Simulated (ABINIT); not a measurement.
An input for ABINIT 10.8.3 (SiO2 (P3_221)):

```
acell 3*1.0 Angstrom
rprim 
  4.916359999971 0.000000000007 0.000000000000
  -2.458179999991 4.257692654122 0.000000000000
  0.000000000000 0.000000000000 5.408400000000
ntypat 2
znucl 14 8
natom 9
typat 1 1 1 2 2 2 2 2 2
xred 
  0.469730000000 0.000000000000 0.666666666667
  0.000000000000 0.469730000000 0.333333333333
  0.530270000000 0.530270000000 -0.000000000000
  0.413540000000 0.267580000000 0.785580000000
  0.732420000000 0.145960000000 0.452246666667
  0.854040000000 0.586460000000 0.118913333333
  0.267580000000 0.413540000000 0.214420000000
  0.145960000000 0.732420000000 0.547753333333
  0.586460000000 0.854040000000 0.881086666667
pp_dirpath "pseudos"
pseudos "Si.upf, O.upf"
ecut 36
ngkpt 6 6 4
nshiftk 1
shiftk 0 0 0
kptopt 1
chksymbreak 0
nband 32
occopt 1
tolvrs 1e-10
nstep 60
prtwf 0
optforces 0
optstress 0
indata_prefix "in"
outdata_prefix "out"
tmpdata_prefix "tmp"
```

```sh
OMP_NUM_THREADS=1 mpirun -n 4 abinit run.abi > log
```

How long will it take on 4 MPI ranks of Arm Neoverse V1, shared host, and how much memory?

It took 80 s; on shared hardware allow 40 s to 2.7 min. Peak host memory was 0.48 GiB.

[Paths, hosts, dates, memory and timing lines, banners, echoed tables and standing remarks are left out of the program output.]

[Logs are printed without paths, hosts, clocks, repeated set-up lines and the standing remarks that a program may print on its own settings, such as how far it seeks lower states.]

[Runs of the session that timed out or met a known fault of the program may be left out.]

[Hosts, paths, dates, database ids (printed as entryN), source tags and the programs' standing remarks are cut or masked in the printed files.]

[G0W0 gaps are taken among the corrected bands and points alone; a level outside them can change the order at an edge.]

[Where Ansatz stands beside ABINIT at settings called matched, ABINIT's density can come from a denser mesh and the files from another edition; pairs whose starting gaps differed by over 0.03 eV were left out, so agreement reads better than it is.]
